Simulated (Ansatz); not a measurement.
Consider SrCuO3 (cubic perovskite) (Pm-3m).

The structure was built from a prototype and need not be the compound's stable phase.

```yaml
crystal:
  lattice:
    - [0.00000, -3.76735, 0.00000]
    - [0.00000, 0.00000, 3.76735]
    - [-3.76735, 0.00000, 0.00000]
  atoms:
    - { symbol: Sr, position: [0.00000, 0.00000, 0.00000] }
    - { symbol: Cu, position: [0.50000, 0.50000, 0.50000] }
    - { symbol: O, position: [0.50000, 0.50000, 0.00000] }
    - { symbol: O, position: [0.50000, 0.00000, 0.50000] }
    - { symbol: O, position: [0.00000, 0.50000, 0.50000] }
```

The structure was relaxed with LDA. The structure type comes from a generator and need not be one that this composition takes. The structure was generated from a model, not taken from a measurement. The runs that relaxed it are not among those shown. The program's search for lower electronic states was switched off, so nothing shows that the state found is the lowest. PAW set soft_2, made with PBE.

A constrained-RPA run (Ansatz 0.2.0; non-magnetic LDA; Cu d + anion p, bands v13 to c1, 4×4×4 mesh, medium accuracy) builds 14 functions on bands 9.8 eV wide, with 25.0 electrons in the window. The bare on-site interaction is 28.7 eV and the bare J 1.01 eV.

Question: What U and J survive the screening?

On the Cu d shell, U = 11.92 eV (41 % of the bare value), U′ = 10.21 eV, J = 0.86 eV.

The parent state is non-magnetic and the interaction static (zero frequency); U depends on the window and the orbitals, so it belongs to this model alone. A window that holds the anion p bands defines a model with explicit ligands; its U belongs to that model and is not the U of DFT+U.

[Paths, hosts, dates, memory and timing lines, banners, echoed tables and standing remarks are left out of the program output.]

[Logs are printed without paths, hosts, clocks, repeated set-up lines and the standing remarks that a program may print on its own settings, such as how far it seeks lower states.]

[Runs of the session that timed out or met a known fault of the program may be left out.]

[Hosts, paths, dates, database ids (printed as entryN), source tags and the programs' standing remarks are cut or masked in the printed files.]
